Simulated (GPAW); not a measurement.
Polymorphs of AlN told apart by optics

Method, alike for all: GPAW, LDA, RPA, without spin-orbit coupling, line width 0.15 eV (Lorentzian).

Structure 1:

It takes space group P6_3mc (No. 186, hexagonal). The conventional cell has a = 3.113 Å, b = 3.113 Å, c = 4.981 Å, α = 90.00°, β = 90.00°, γ = 120.00°. Al on site b is surrounded by 4 N at 1.89 Å. N on site b has 4 Al at 1.89 Å as nearest neighbours.

Structure 2:

The structure is cubic, space group F-43m (No. 216). The conventional cell has a = 4.368 Å, b = 4.368 Å, c = 4.368 Å, α = 90.00°, β = 90.00°, γ = 90.00°. Around Al on site a lie 4 N at 1.89 Å. N on site d is surrounded by 4 Al at 1.89 Å.

Spectrum A:

(E (eV), Im ε): (0.00, 0.00), (0.25, 0.00), (0.50, 0.01), (0.75, 0.01), (1.00, 0.02), (1.25, 0.02), (1.50, 0.03), (1.75, 0.03), (2.00, 0.04), (2.25, 0.05), (2.50, 0.06), (2.75, 0.07), (3.00, 0.08), (3.25, 0.10), (3.50, 0.12), (3.75, 0.16), (4.00, 0.26), (4.25, 0.43), (4.50, 0.82), (4.75, 1.09), (5.00, 1.54), (5.25, 2.34), (5.50, 2.95), (5.75, 3.47), (6.00, 3.67), (6.25, 4.68), (6.50, 5.38), (6.75, 5.61), (7.00, 6.36), (7.25, 7.58), (7.50, 6.79), (7.75, 6.90), (8.00, 7.40), (8.25, 5.27), (8.50, 3.84), (8.75, 2.69), (9.00, 2.84), (9.25, 3.46), (9.50, 3.90), (9.75, 4.63), (10.00, 4.49), (10.25, 3.73), (10.50, 3.85), (10.75, 4.37), (11.00, 4.72), (11.25, 4.42), (11.50, 3.83), (11.75, 4.09), (12.00, 4.05)

Spectrum B:

```tsv
E (eV)	Im ε
0.00	0.00
0.25	0.00
0.50	0.01
0.75	0.01
1.00	0.01
1.25	0.02
1.50	0.02
1.75	0.03
2.00	0.03
2.25	0.04
2.50	0.05
2.75	0.06
3.00	0.07
3.25	0.08
3.50	0.10
3.75	0.12
4.00	0.17
4.25	0.31
4.50	0.42
4.75	0.81
5.00	0.93
5.25	1.56
5.50	1.24
5.75	1.83
6.00	3.08
6.25	3.26
6.50	4.68
6.75	5.96
7.00	6.28
7.25	6.41
7.50	7.66
7.75	8.40
8.00	7.13
8.25	5.99
8.50	6.86
8.75	5.32
9.00	4.44
9.25	4.13
9.50	3.95
9.75	3.98
10.00	3.75
10.25	3.69
10.50	3.80
10.75	4.40
11.00	3.55
11.25	3.60
11.50	3.84
11.75	4.00
12.00	4.00
```

Task: Match each spectrum to its structure.

Result: B is structure 1 (P6_3mc, 10.5 Å³ an atom): ε∞ = 4.35 along the first axis, strongest peak along the first axis at 7.80 eV. A is structure 2 (F-43m, 10.4 Å³ an atom): ε∞ = 4.48 along the first axis, strongest peak along the first axis at 7.27 eV.

[Logs are printed without paths, hosts, clocks, repeated set-up lines and the standing remarks that a program may print on its own settings, such as how far it seeks lower states.]
